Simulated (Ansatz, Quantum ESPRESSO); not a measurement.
# Thickness dependence of 1T-TiO2, part 5 of 8

What does each added layer of 1T-TiO2 bring in screening, and what does it do to the gap?

Quantum ESPRESSO 7.5; plane-wave DFT, vdW-DF-cx, GBRV ultrasoft pseudopotentials made under PBE; geometry by Ansatz 0.2.0 with PAW datasets.

So far. Step 6 (Electrostatic potential, 1 layer): The slope in the vacuum is 0.100 eV/Å for an applied 0.10 V/Å, as it should be. Step 7 (Bands along a path, 1 layer: no field): Along this path the valence top lies between K and Γ and the conduction bottom at Γ.

## Step 12: Ground state, 2 layers: field 0.1 V/Å

The input, n2.f1.in:

```
&control
  prefix = 'n2.f1'
  outdir = './out'
  pseudo_dir = './pseudo'
  calculation = 'scf'
  tprnfor = .true.
  tefield = .true.
  dipfield = .true.
/
&system
  ibrav = 0
  nat = 6
  ntyp = 2
  ecutwfc = 40
  ecutrho = 200
  input_dft = 'vdw-df-cx'
  occupations = 'smearing'
  smearing = 'fd'
  degauss = 0.004
  edir = 3
  emaxpos = 0.97
  eopreg = 0.04
  eamp = 0.00194469
  nbnd = 28
/
&electrons
  conv_thr = 1e-09
  mixing_beta = 0.4
  electron_maxstep = 120
  mixing_mode = 'plain'
  startingpot = 'file'
/
ATOMIC_SPECIES
  O   15.9990  o_pbe_v1.2.uspp.F.UPF
  Ti  47.8670  ti_pbe_v1.4.uspp.F.UPF
CELL_PARAMETERS angstrom
  2.97604149487829 0.00000000000000 -0.00000000000000
  -1.48802074743914 2.57732753728121 -0.00000000000000
  -0.00000000000000 -0.00000000000000 25.22238424610000
ATOMIC_POSITIONS crystal
  O   0.666666666667 0.333333333333 0.371038824833
  Ti  0.000000000000 0.000000000000 0.409481740167
  O   0.333333333333 0.666666666667 0.447780558853
  O   0.666666666667 0.333333333333 0.552219441452
  Ti  -0.000000000000 -0.000000000000 0.590518255466
  O   0.333333333333 0.666666666667 0.628961179229
K_POINTS automatic
  12 12 1 0 0 0
```

The run is started by

```bash
> cp -r out/n2.f0.save out/n2.f1.save
> OMP_NUM_THREADS=1 mpirun -n 4 pw.x -nk 4 -in n2.f1.in > n2.f1.out
```

The program printed:

```text
[banner, memory and clock lines left out]
Program PWSCF v.7.5 starts
[...]
number of electrons       =        48.00
     number of Kohn-Sham states=           28
     kinetic-energy cutoff     =      40.0000  Ry
     charge density cutoff     =     200.0000  Ry
[...]
number of k points=    74  Fermi-Dirac smearing, width (Ry)=  0.0040
[...]
Dense  grid:    62399 G-vectors     FFT dimensions: (  25,  25, 216)
[...]
The initial density is read from file :
[...]
negative rho (up, down):  7.665E-03 0.000E+00
[...]
Starting wfcs are   36 randomized atomic wfcs
[...]
negative rho (up, down):  7.669E-03 0.000E+00
[...]
estimated scf accuracy    <       0.00293466 Ry
[...]
negative rho (up, down):  7.666E-03 0.000E+00
[...]
estimated scf accuracy    <       0.01020747 Ry
[...]
negative rho (up, down):  7.665E-03 0.000E+00
[...]
estimated scf accuracy    <       0.00012542 Ry
[...]
negative rho (up, down):  7.664E-03 0.000E+00
[...]
estimated scf accuracy    <       0.00010243 Ry
[...]
negative rho (up, down):  7.665E-03 0.000E+00
[...]
estimated scf accuracy    <       0.00006032 Ry
[...]
negative rho (up, down):  7.665E-03 0.000E+00
[...]
estimated scf accuracy    <       0.00000569 Ry
[...]
negative rho (up, down):  7.664E-03 0.000E+00
[...]
estimated scf accuracy    <       0.00000183 Ry
[...]
negative rho (up, down):  7.664E-03 0.000E+00
[...]
estimated scf accuracy    <       0.00000028 Ry
[...]
negative rho (up, down):  7.664E-03 0.000E+00
[...]
estimated scf accuracy    <       0.00000004 Ry
[...]
negative rho (up, down):  7.664E-03 0.000E+00
[...]
estimated scf accuracy    <       0.00000001 Ry
[...]
negative rho (up, down):  7.664E-03 0.000E+00
[...]
estimated scf accuracy    <          2.4E-09 Ry
[...]
negative rho (up, down):  7.664E-03 0.000E+00
[...]
estimated scf accuracy    <          2.3E-09 Ry
[...]
negative rho (up, down):  7.664E-03 0.000E+00
[...]
Computed dipole along edir(3) :
        Dipole                0.0484 Ry au,          0.1231 Debye
        Dipole field          0.0005 Ry au,
        E field amplitude [Ha a.u.]:  1.9447E-03
        Potential amp.        0.1353 Ry
        Total length         45.7569 bohr
[...]
the Fermi energy is    -1.6021 ev
!    total energy              =    -368.22360478 Ry
     estimated scf accuracy    <          4.0E-10 Ry
     smearing contrib. (-TS)   =      -0.00000000 Ry
     internal energy E=F+TS    =    -368.22360478 Ry
[...]
one-electron contribution =   -3924.89210078 Ry
     hartree contribution      =    1965.68124423 Ry
     xc contribution           =     -64.98190225 Ry
     ewald contribution        =    1655.96931979 Ry
     electric field correction =      -0.00016577 Ry
     convergence has been achieved in  13 iterations
     negative rho (up, down):  7.664E-03 0.000E+00
[...]
Total force =     0.009873     Total SCF correction =     0.000122
[...]
```

The job ended after 1.8 min (4 MPI ranks of Intel Xeon Platinum 8559C (Emerald Rapids), shared host; peak memory 0.87 GiB; 7.1 min of CPU time).

Numbers from this step:

* free energy: -5009.9374 eV
* Fermi energy: -1.602 eV
* dipole along the normal: 0.02563 e·Å
* valence top, on the run's zero: -2.894 eV
* conduction bottom, on the run's zero: -0.3375 eV
* gap by band count: 2.557 eV

## Step 13: Potential by pp.x, 2 layers

The input, n2.f1.pot.in:

```
&inputpp
  prefix = 'n2.f1'
  outdir = './out'
  filplot = 'n2.f1.pot.dat'
  plot_num = 11
/
```

The run is started by

```bash
> OMP_NUM_THREADS=1 mpirun -n 4 pp.x -in n2.f1.pot.in > n2.f1.pot.out
```

Run time: 19 s. Hardware: 4 MPI ranks; peak memory 0.22 GiB; 75 s of CPU time.

This step gave:

- slope of the potential above: 0.1000 eV/Å
- upper vacuum line continued to the top atoms, over the valence top: 8.364 eV
- slope of the potential below: 0.10000 eV/Å
- lower vacuum line continued to the bottom atoms, over the valence top: 8.318 eV

The slope in the vacuum is 0.100 eV/Å for an applied 0.10 V/Å, as it should be.

## Step 14: Band structure, 2 layers: no field

n2.f0.bands.in, as its differences from the input of step 12:

```diff
@@ -1,7 +1,6 @@
 &control
-  prefix = 'n2.f1'
+  prefix = 'n2.f0.bands'
   outdir = './out'
   pseudo_dir = './pseudo'
-  calculation = 'scf'
-  tprnfor = .true.
+  calculation = 'bands'
   tefield = .true.
@@ -22,3 +21,3 @@
   eopreg = 0.04
-  eamp = 0.00194469
+  eamp = 0.0
   nbnd = 28
@@ -26,7 +25,6 @@
 &electrons
-  conv_thr = 1e-09
+  conv_thr = 1e-07
   mixing_beta = 0.4
   electron_maxstep = 120
-  mixing_mode = 'plain'
-  startingpot = 'file'
+  mixing_mode = 'local-TF'
 /
@@ -46,3 +44,7 @@
   O   0.333333333333 0.666666666667 0.628961179229
-K_POINTS automatic
-  12 12 1 0 0 0
+K_POINTS crystal_b
+4
+  0.0000000000 0.0000000000 0.0000000000 12
+  0.5000000000 0.0000000000 0.0000000000 12
+  0.3333333333 0.3333333333 0.0000000000 12
+  0.0000000000 0.0000000000 0.0000000000 1
```

The run is started by

```bash
> cp -r out/n2.f0.save out/n2.f0.bands.save
> cp out/n2.f0.xml out/n2.f0.bands.xml
> OMP_NUM_THREADS=1 mpirun -n 4 pw.x -nk 4 -in n2.f0.bands.in > n2.f0.bands.out
```

The program printed:

```text
[banner, memory and clock lines left out]
Program PWSCF v.7.5 starts

          URL

     Presently no symmetry can be used with electric field

     IMPORTANT: XC functional enforced from input :
     Exchange-correlation= VDW-DF-CX
                           (   1   4  27   0   1   0   0)
     Any further DFT definition will be discarded
     Please, verify this is what you really want

     Atomic positions and unit cell read from directory:
     ./out/n2.f0.bands.save/

     G-vector sticks info

     bravais-lattice index     =            0
     lattice parameter (alat)  =       5.6239  a.u.
     unit-cell volume          =    1305.5435 (a.u.)^3
     number of atoms/cell      =            6
     number of atomic types    =            2
     number of electrons       =        48.00
     number of Kohn-Sham states=           28
     kinetic-energy cutoff     =      40.0000  Ry
     charge density cutoff     =     200.0000  Ry
     Exchange-correlation= VDW-DF-CX
                           (   1   4  27   0   1   0   0)

     celldm(1)=   5.623903  celldm(2)=   0.000000  celldm(3)=   0.000000
     celldm(4)=   0.000000  celldm(5)=   0.000000  celldm(6)=   0.000000

     crystal axes: (cart. coord. in units of alat)
               a(1) = (   1.000000   0.000000  -0.000000 )
               a(2) = (  -0.500000   0.866025  -0.000000 )
               a(3) = (  -0.000000  -0.000000   8.475145 )

     reciprocal axes: (cart. coord. in units 2 pi/alat)
               b(1) = (  1.000000  0.577350  0.000000 )
               b(2) = (  0.000000  1.154701  0.000000 )
               b(3) = (  0.000000  0.000000  0.117992 )

     PseudoPot. # 1 for O  read from file:
     ./pseudo/o_pbe_v1.2.uspp.F.UPF
     Pseudo is Ultrasoft + core correction, Zval =  6.0
     Generated by new atomic code, or converted to UPF format
     Using radial grid of  737 points,  5 beta functions with:
                l(1) =   0
                l(2) =   0
                l(3) =   1
                l(4) =   1
                l(5) =   2
     Q(r) pseudized with  8 coefficients,  rinner =    0.900   0.900   0.900
                                                       0.900   0.900

     PseudoPot. # 2 for Ti read from file:
     ./pseudo/ti_pbe_v1.4.uspp.F.UPF
     Pseudo is Ultrasoft + core correction, Zval = 12.0
     Generated by new atomic code, or converted to UPF format
     Using radial grid of  851 points,  6 beta functions with:
                l(1) =   0
                l(2) =   0
                l(3) =   1
                l(4) =   1
                l(5) =   2
                l(6) =   2
     Q(r) pseudized with  6 coefficients,  rinner =    1.000   1.000   1.000
                                                       1.000   1.000

     atomic species   valence    mass     pseudopotential
     O                 6.00    15.99900     O ( 1.00)
     Ti               12.00    47.86700     Ti( 1.00)

     No symmetry found

   Cartesian axes

     site n.     atom                  positions (alat units)
         1        O      tau(   1) = (   0.5000000   0.2886751   3.1446080  )
         2        Ti     tau(   2) = (   0.0000000   0.0000000   3.4704173  )
         3        O      tau(   3) = (  -0.0000000   0.5773503   3.7950053  )
         4        O      tau(   4) = (   0.5000000   0.2886751   4.6801400  )
         5        Ti     tau(   5) = (   0.0000000  -0.0000000   5.0047280  )
         6        O      tau(   6) = (  -0.0000000   0.5773503   5.3305374  )

     number of k points=    37  Fermi-Dirac smearing, width (Ry)=  0.0040
                       cart. coord. in units 2pi/alat
        k(    1) = (   0.0000000   0.0000000   0.0000000), wk =   0.0540541
        k(    2) = (   0.0416667   0.0240563   0.0000000), wk =   0.0540541
        k(    3) = (   0.0833333   0.0481125   0.0000000), wk =   0.0540541
        k(    4) = (   0.1250000   0.0721688   0.0000000), wk =   0.0540541
        k(    5) = (   0.1666667   0.0962250   0.0000000), wk =   0.0540541
        k(    6) = (   0.2083333   0.1202813   0.0000000), wk =   0.0540541
        k(    7) = (   0.2500000   0.1443376   0.0000000), wk =   0.0540541
        k(    8) = (   0.2916667   0.1683938   0.0000000), wk =   0.0540541
        k(    9) = (   0.3333333   0.1924501   0.0000000), wk =   0.0540541
        k(   10) = (   0.3750000   0.2165064   0.0000000), wk =   0.0540541
        k(   11) = (   0.4166667   0.2405626   0.0000000), wk =   0.0540541
        k(   12) = (   0.4583333   0.2646189   0.0000000), wk =   0.0540541
        k(   13) = (   0.5000000   0.2886751   0.0000000), wk =   0.0540541
        k(   14) = (   0.4861111   0.3127314   0.0000000), wk =   0.0540541
        k(   15) = (   0.4722222   0.3367877   0.0000000), wk =   0.0540541
        k(   16) = (   0.4583333   0.3608439   0.0000000), wk =   0.0540541
        k(   17) = (   0.4444444   0.3849002   0.0000000), wk =   0.0540541
        k(   18) = (   0.4305556   0.4089564   0.0000000), wk =   0.0540541
        k(   19) = (   0.4166667   0.4330127   0.0000000), wk =   0.0540541
        k(   20) = (   0.4027778   0.4570690   0.0000000), wk =   0.0540541
        k(   21) = (   0.3888889   0.4811252   0.0000000), wk =   0.0540541
        k(   22) = (   0.3750000   0.5051815   0.0000000), wk =   0.0540541
        k(   23) = (   0.3611111   0.5292377   0.0000000), wk =   0.0540541
        k(   24) = (   0.3472222   0.5532940   0.0000000), wk =   0.0540541
        k(   25) = (   0.3333333   0.5773503   0.0000000), wk =   0.0540541
        k(   26) = (   0.3055556   0.5292377   0.0000000), wk =   0.0540541
        k(   27) = (   0.2777778   0.4811252   0.0000000), wk =   0.0540541
        k(   28) = (   0.2500000   0.4330127   0.0000000), wk =   0.0540541
        k(   29) = (   0.2222222   0.3849002   0.0000000), wk =   0.0540541
        k(   30) = (   0.1944444   0.3367877   0.0000000), wk =   0.0540541
        k(   31) = (   0.1666667   0.2886751   0.0000000), wk =   0.0540541
        k(   32) = (   0.1388889   0.2405626   0.0000000), wk =   0.0540541
        k(   33) = (   0.1111111   0.1924501   0.0000000), wk =   0.0540541
        k(   34) = (   0.0833333   0.1443376   0.0000000), wk =   0.0540541
        k(   35) = (   0.0555556   0.0962250   0.0000000), wk =   0.0540541
        k(   36) = (   0.0277778   0.0481125   0.0000000), wk =   0.0540541
        k(   37) = (   0.0000000   0.0000000   0.0000000), wk =   0.0540541

     Dense  grid:    62399 G-vectors     FFT dimensions: (  25,  25, 216)

     Smooth grid:    44699 G-vectors     FFT dimensions: (  24,  24, 192)

     Check: negative core charge=   -0.000003

     The potential is recalculated from file :
[...]
-5.6599  -5.4348  -4.8095  -4.6734  -4.2697  -4.1978  -3.8606  -3.5093
    -0.0414  -0.0333   0.7941   0.7952

          k = 0.4722 0.3368 0.0000 (  5598 PWs)   bands (ev):

   -59.1201 -59.1201 -35.8256 -35.8254 -35.3668 -35.3661 -35.3481 -35.3480
   -19.4991 -19.4745 -18.7462 -18.7174  -7.5584  -7.4542  -6.0243  -5.9236
    -5.5455  -5.3444  -4.8087  -4.6788  -4.3307  -4.2529  -3.8585  -3.5228
    -0.0250  -0.0155   0.8006   0.8010

          k = 0.4583 0.3608 0.0000 (  5596 PWs)   bands (ev):

   -59.1194 -59.1194 -35.8176 -35.8173 -35.3658 -35.3651 -35.3633 -35.3632
   -19.4744 -19.4505 -18.7626 -18.7352  -7.5021  -7.3995  -6.1239  -6.0189
    -5.4258  -5.2397  -4.8134  -4.6962  -4.4205  -4.3310  -3.8560  -3.5461
    -0.0038   0.0086   0.8098   0.8124

          k = 0.4444 0.3849 0.0000 (  5604 PWs)   bands (ev):

   -59.1185 -59.1184 -35.8065 -35.8062 -35.3839 -35.3838 -35.3644 -35.3637
   -19.4411 -19.4181 -18.7847 -18.7592  -7.4252  -7.3247  -6.2164  -6.1122
    -5.3058  -5.1335  -4.8398  -4.7438  -4.5157  -4.4072  -3.8549  -3.5803
     0.0148   0.0328   0.8231   0.8283

          k = 0.4306 0.4090 0.0000 (  5584 PWs)   bands (ev):

   -59.1174 -59.1174 -35.7925 -35.7922 -35.4092 -35.4091 -35.3627 -35.3620
   -19.4005 -19.3787 -18.8120 -18.7888  -7.3298  -7.2316  -6.2999  -6.1984
    -5.1906  -5.0316  -4.9143  -4.8411  -4.5787  -4.4533  -3.8570  -3.6264
     0.0246   0.0510   0.8406   0.8483

          k = 0.4167 0.4330 0.0000 (  5562 PWs)   bands (ev):

   -59.1162 -59.1162 -35.7757 -35.7755 -35.4382 -35.4380 -35.3609 -35.3602
   -19.3541 -19.3338 -18.8434 -18.8229  -7.2185  -7.1227  -6.3736  -6.2747
    -5.1268  -4.9965  -4.9961  -4.9224  -4.5965  -4.4672  -3.8647  -3.6855
     0.0223   0.0593   0.8624   0.8721

          k = 0.4028 0.4571 0.0000 (  5558 PWs)   bands (ev):

   -59.1150 -59.1149 -35.7565 -35.7562 -35.4699 -35.4698 -35.3590 -35.3583
   -19.3036 -19.2852 -18.8779 -18.8607  -7.0954  -7.0012  -6.4367  -6.3397
    -5.2542  -5.1559  -4.9196  -4.8376  -4.5893  -4.4635  -3.8799  -3.7579
     0.0081   0.0567   0.8882   0.8989

          k = 0.3889 0.4811 0.0000 (  5548 PWs)   bands (ev):

   -59.1138 -59.1137 -35.7350 -35.7348 -35.5034 -35.5033 -35.3571 -35.3565
   -19.2511 -19.2349 -18.9145 -18.9007  -6.9660  -6.8720  -6.4890  -6.3927
    -5.4274  -5.3258  -4.8067  -4.7542  -4.5730  -4.4521  -3.9037  -3.8429
    -0.0147   0.0451   0.9174   0.9273

          k = 0.3750 0.5052 0.0000 (  5554 PWs)   bands (ev):

   -59.1127 -59.1126 -35.7116 -35.7114 -35.5376 -35.5374 -35.3555 -35.3548
   -19.1987 -19.1852 -18.9518 -18.9418  -6.8383  -6.7419  -6.5303  -6.4333
    -5.5980  -5.4859  -4.6918  -4.6786  -4.5550  -4.4384  -3.9388  -3.9353
    -0.0414   0.0282   0.9484   0.9554

          k = 0.3611 0.5292 0.0000 (  5534 PWs)   bands (ev):

   -59.1118 -59.1118 -35.6865 -35.6863 -35.5712 -35.5710 -35.3541 -35.3535
   -19.1490 -19.1386 -18.9883 -18.9823  -6.7245  -6.6247  -6.5582  -6.4617
    -5.7482  -5.6206  -4.6138  -4.5827  -4.5368  -4.4257  -4.0416  -3.9711
    -0.0666   0.0107   0.9792   0.9809

          k = 0.3472 0.5533 0.0000 (  5538 PWs)   bands (ev):

   -59.1112 -59.1112 -35.6601 -35.6599 -35.6032 -35.6031 -35.3532 -35.3526
   -19.1049 -19.0983 -19.0219 -19.0201  -6.6418  -6.5924  -6.5209  -6.4784
    -5.8566  -5.7116  -4.5652  -4.5398  -4.4692  -4.4168  -4.1408  -4.0025
    -0.0850  -0.0029   1.0016   1.0074

          k = 0.3333 0.5774 0.0000 (  5544 PWs)   bands (ev):

   -59.1110 -59.1110 -35.6333 -35.6332 -35.6319 -35.6319 -35.3529 -35.3523
   -19.0778 -19.0778 -19.0426 -19.0422  -6.6055  -6.6055  -6.4859  -6.4857
    -5.8962  -5.7430  -4.5413  -4.5412  -4.4148  -4.4147  -4.1948  -4.0162
    -0.0921  -0.0083   1.0157   1.0157

          k = 0.3056 0.5292 0.0000 (  5538 PWs)   bands (ev):

   -59.1120 -59.1119 -35.6800 -35.6798 -35.5762 -35.5760 -35.3544 -35.3538
   -19.1270 -19.1142 -19.0137 -19.0078  -6.6496  -6.6279  -6.5525  -6.4813
    -5.7915  -5.6557  -4.6009  -4.5880  -4.5464  -4.4346  -4.0320  -3.9513
    -0.0586   0.0190   0.9729   0.9770

          k = 0.2778 0.4811 0.0000 (  5550 PWs)   bands (ev):

   -59.1151 -59.1151 -35.7072 -35.7069 -35.5197 -35.5196 -35.3592 -35.3586
   -19.1671 -19.1427 -19.0205 -19.0056  -6.7207  -6.6762  -6.5984  -6.4593
    -5.6465  -5.5268  -4.7683  -4.7081  -4.6565  -4.4763  -3.7902  -3.7899
     0.0446   0.1078   0.8985   0.9150

          k = 0.2500 0.4330 0.0000 (  5556 PWs)   bands (ev):

   -59.1207 -59.1207 -35.7103 -35.7100 -35.4662 -35.4661 -35.3672 -35.3665
   -19.1849 -19.1439 -19.0777 -19.0578  -6.7224  -6.6902  -6.6095  -6.4469
    -5.5817  -5.4759  -4.8939  -4.8041  -4.7731  -4.5365  -3.5855  -3.5467
     0.1963   0.2472   0.8433   0.8590

          k = 0.2222 0.3849 0.0000 (  5572 PWs)   bands (ev):

   -59.1286 -59.1286 -35.6881 -35.6879 -35.4215 -35.4214 -35.3741 -35.3735
   -19.2281 -19.1652 -19.1351 -19.1153  -6.7158  -6.6337  -6.5424  -6.4690
    -5.6273  -5.5269  -4.9853  -4.8298  -4.8152  -4.6157  -3.3684  -3.3262
     0.3408   0.3892   0.8076   0.8486

          k = 0.1944 0.3368 0.0000 (  5562 PWs)   bands (ev):

   -59.1385 -59.1384 -35.6423 -35.6420 -35.4109 -35.4101 -35.3558 -35.3558
   -19.3797 -19.3202 -19.1032 -19.0586  -6.7884  -6.5327  -6.4708  -6.3824
    -5.7692  -5.6500  -5.0898  -4.7518  -4.7403  -4.6760  -3.1673  -3.1580
     0.4154   0.4579   0.6789   0.7459

          k = 0.1667 0.2887 0.0000 (  5581 PWs)   bands (ev):

   -59.1497 -59.1497 -35.5769 -35.5767 -35.4259 -35.4250 -35.3205 -35.3204
   -19.5746 -19.5095 -19.0379 -18.9787  -6.8623  -6.6094  -6.3080  -6.2380
    -5.9670  -5.7985  -5.1067  -4.7870  -4.5495  -4.5106  -3.0751  -3.0137
     0.4134   0.4399   0.5276   0.5866

          k = 0.1389 0.2406 0.0000 (  5603 PWs)   bands (ev):

   -59.1615 -59.1615 -35.4986 -35.4984 -35.4454 -35.4444 -35.2884 -35.2883
   -19.7860 -19.7154 -18.9559 -18.8837  -6.9103  -6.6783  -6.2534  -6.2411
    -6.1714  -5.9312  -4.9169  -4.7108  -4.2991  -4.2565  -3.1007  -2.9356
     0.3479   0.3645   0.3646   0.4082

          k = 0.1111 0.1925 0.0000 (  5595 PWs)   bands (ev):

   -59.1730 -59.1729 -35.4652 -35.4640 -35.4156 -35.4155 -35.2621 -35.2620
   -19.9937 -19.9187 -18.8681 -18.7839  -6.9203  -6.7204  -6.4174  -6.3332
    -6.3146  -6.0619  -4.5407  -4.4425  -4.0255  -3.9687  -3.2294  -2.9453
     0.1812   0.2182   0.2438   0.2472

          k = 0.0833 0.1443 0.0000 (  5597 PWs)   bands (ev):

   -59.1831 -59.1830 -35.4829 -35.4816 -35.3375 -35.3374 -35.2420 -35.2419
   -20.1786 -20.1006 -18.7854 -18.6905  -6.9012  -6.7301  -6.5935  -6.4520
    -6.4516  -6.2120  -4.0895  -4.0546  -3.7846  -3.6812  -3.4014  -3.0277
     0.0090   0.0369   0.0915   0.0941

          k = 0.0556 0.0962 0.0000 (  5593 PWs)   bands (ev):

   -59.1910 -59.1909 -35.4969 -35.4956 -35.2735 -35.2734 -35.2279 -35.2278
   -20.3242 -20.2441 -18.7178 -18.6143  -6.9033  -6.7125  -6.6822  -6.5652
    -6.5560  -6.3518  -3.8045  -3.6562  -3.6243  -3.4308  -3.3983  -3.1412
    -0.1408  -0.1213  -0.0789  -0.0721

          k = 0.0278 0.0481 0.0000 (  5599 PWs)   bands (ev):

   -59.1960 -59.1960 -35.5059 -35.5045 -35.2315 -35.2314 -35.2196 -35.2195
   -20.4171 -20.3360 -18.6737 -18.5646  -6.9540  -6.6816  -6.6681  -6.6380
    -6.6253  -6.4537  -3.9374  -3.3579  -3.3075  -3.2695  -3.2661  -3.2156
    -0.2455  -0.2330  -0.2234  -0.2143

          k = 0.0000 0.0000 0.0000 (  5579 PWs)   bands (ev):

   -59.1977 -59.1977 -35.5090 -35.5076 -35.2168 -35.2168 -35.2167 -35.2167
   -20.4491 -20.3676 -18.6583 -18.5473  -6.9797  -6.6632  -6.6632  -6.6497
    -6.6497  -6.4945  -4.0002  -3.3057  -3.2132  -3.2132  -3.1805  -3.1805
    -0.2834  -0.2834  -0.2730  -0.2730

     XML data file, pseudopotentials, collected wavefunctions

                                        0.00s GPU  (     312 calls)

Note: The following floating-point exceptions are signalling: IEEE_UNDERFLOW_FLAG IEEE_DENORMAL
Note: The following floating-point exceptions are signalling: IEEE_UNDERFLOW_FLAG IEEE_DENORMAL
Note: The following floating-point exceptions are signalling: IEEE_UNDERFLOW_FLAG IEEE_DENORMAL
Note: The following floating-point exceptions are signalling: IEEE_UNDERFLOW_FLAG IEEE_DENORMAL
[key lines of the parts left out:]
Dipole field         -0.0000 Ry au,
```

Run time: 38 s. Hardware: 4 MPI ranks; peak memory 0.38 GiB.

Read from the output:

| Item | Value |
| --- | --- |
| dipole along the normal | -2.08e-5 e·Å |
| valence top, on the run's zero | -2.936 eV |
| conduction bottom, on the run's zero | -0.2834 eV |
| gap by band count | 2.652 eV |

(Part 5 of 8 ends here.)

[Logs are printed without paths, hosts, clocks, repeated set-up lines and the standing remarks that a program may print on its own settings, such as how far it seeks lower states.]

[Hosts, paths, dates, database ids (printed as entryN), source tags and the programs' standing remarks are cut or masked in the printed files.]

[Maps of the electrostatic potential energy from Ansatz leave out the sawtooth potential of an applied field or a dipole correction, so their vacuum need not be flat; planar profiles and work functions include it.]
